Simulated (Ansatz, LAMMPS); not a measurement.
# Amorphous 50SiO2-50GeO2 (mol %) (96 atoms), relaxed: functionals compared

Which bonds does the relaxation leave, and how do the Kohn-Sham gap, forces and pressure change with functional?

Calculated with Ansatz 0.2.0: Kohn-Sham DFT, PBE, PAW (set soft_2), plane waves; cutoff 420 eV, Γ point, fermi-dirac smearing of 0.025 eV.

**The cell**

Density at the start: 2.94 g/cm³. The cell holds 96 atoms: 16 Si, 16 Ge and 64 O. Its edges and angles: a = 11.415 Å, b = 11.415 Å, c = 11.415 Å, α = 90.0°, β = 90.0°, γ = 90.0°. 96 atoms (16 Si, 16 Ge, 64 O) placed at random at 2.94 g/cm³, melted at 5000 K for 10 ps at fixed volume with the Morse and Coulomb pair potential with partial charges (Pedone, Malavasi, Menziani, Cormack and Segre, J. Phys. Chem. B 110, 11780 (2006)). Quenched from 5000 K to 300 K at 50 K/ps and fixed volume, held 5 ps, then minimised at fixed cell.

Cell and atoms were relaxed with PBE. The walk converged after 12 steps by the program's count, with a largest force component of 0.00798 eV/Å; it began at an r.m.s. force component of 0.75 eV/Å. The edges went from 11.415, 11.415, 11.415 to 10.980, 11.078, 11.503 Å, and the volume from 15.492 to 14.562 Å³ an atom (-6.0 %).

The input of the reference single point:

```yaml
crystal:
  lattice:
    - [10.97876, -0.15559, -0.09718]
    - [-0.15559, 11.07587, -0.14592]
    - [-0.09718, -0.14592, 11.50122]
  atoms:
    - { symbol: Si, position: [0.49539, 0.23535, 0.64042] }
    - { symbol: Si, position: [0.45471, 0.15464, 0.89405] }
    - { symbol: Si, position: [0.82764, 0.11862, 0.68593] }
    - { symbol: Si, position: [0.22315, 0.96264, 0.2216] }
    [... 90 atom lines left out ...]
    - { symbol: O, position: [0.5241, 0.57203, 0.8294] }
    - { symbol: O, position: [0.62478, 0.60654, 0.0756] }
kpoints:
  mp_grid: { grid: [1, 1, 1] }
hamiltonian:
  xc: pbe
scf:
  occupations: { method: fermi_dirac, width: 0.025 }
output:
  forces: true
  stress: true
  populations: true
  dos:
    method: { smearing: { sigma: 0.08 } }
    de: 0.05
    projected: { site_lists: { Ge: [Ge], O: [O], Si: [Si] } }
  eigenvalues: true
  write_density: true
  write_potential: true
  volumetric_format: npy
```

**Bonds after relaxation**

Bonds by pair of elements; cutoffs follow the first minimum of g(r), held within bounds set by covalent radii, and pairs that aren't listed don't count as bonded:

```
pair A-B  cutoff (Å)  bonds  mean length (Å)  spread (Å)  shortest (Å)  B about A  A about B
    O-Ge        2.17     64             1.77       0.018          1.73          1          4
    O-Si        2.08     64             1.64       0.015          1.60          1          4
```

How many atoms have how many bonded neighbours:

```
element  mean   2   4
     Ge     4   0  16
      O     2  64   0
     Si     4   0  16
```

**Levels of theory**

Single points at the relaxed geometry:

| functional | k-mesh | Kohn-Sham gap (eV) | pressure (GPa) | r.m.s. force component (eV/Å) | SCF cycles | time |
| --- | --- | --- | --- | --- | --- | --- |
| PBE | 1×1×1 | 3.324 | -0.02 | 0.003 | 9 | 23 s |
| HSE06 | 1×1×1 | 5.218 | -5.62 | 0.250 | 19 | 6.2 min |
| r2SCAN | 1×1×1 | 3.958 | -5.50 | 0.199 | 10 | 54 s |
| PBEsol | 1×1×1 | 3.270 | -3.19 | 0.094 | 10 | 21 s |

The gap is that between the highest filled and lowest empty Kohn-Sham level on the run's k-points. Cutoffs: 420 eV for PBE, HSE06 and PBEsol; 500 eV for r2SCAN. Times come from shared hosts and are rough.

**Findings**

By these cutoffs 100 % of Ge atoms have 4, 100 % of O atoms have 2 and 100 % of Si atoms have 4 neighbours. The Kohn-Sham gap is 3.32 eV with PBE on the 1×1×1 mesh. On the 1×1×1 mesh HSE06 changes the gap by +1.89 eV against PBE. On the reference's mesh the gap changes with r2SCAN by +0.63 eV and PBEsol by -0.05 eV. Against the reference the pressure changes with HSE06 by -5.6 GPa, r2SCAN by -5.5 GPa and PBEsol by -3.2 GPa; a negative change means a smaller volume than PBE would take.

Limits: All single points share the geometry relaxed with PBE. The volume changed by -6.0 % on relaxing; in so small a cell, on this mesh and at this cutoff, the relaxed density is rough. One sample; tail or defect levels can set the gap of a disordered cell. The quench rate of 50 K/ps is many orders above laboratory rates, so the cell is likely richer in defects and strain than a real sample. The network of bonds at the start is that of the classical potential that made the cell, and needn't be the one that DFT or experiment would give. In some runs the program notes that the exchange-correlation potential is rough where the density is thin, the exchange threshold is loose for the stress and the SCF threshold is loose for the stress.

[Logs are printed without paths, hosts, clocks, repeated set-up lines and the standing remarks that a program may print on its own settings, such as how far it seeks lower states.]

[Hosts, paths, dates, database ids (printed as entryN), source tags and the programs' standing remarks are cut or masked in the printed files.]
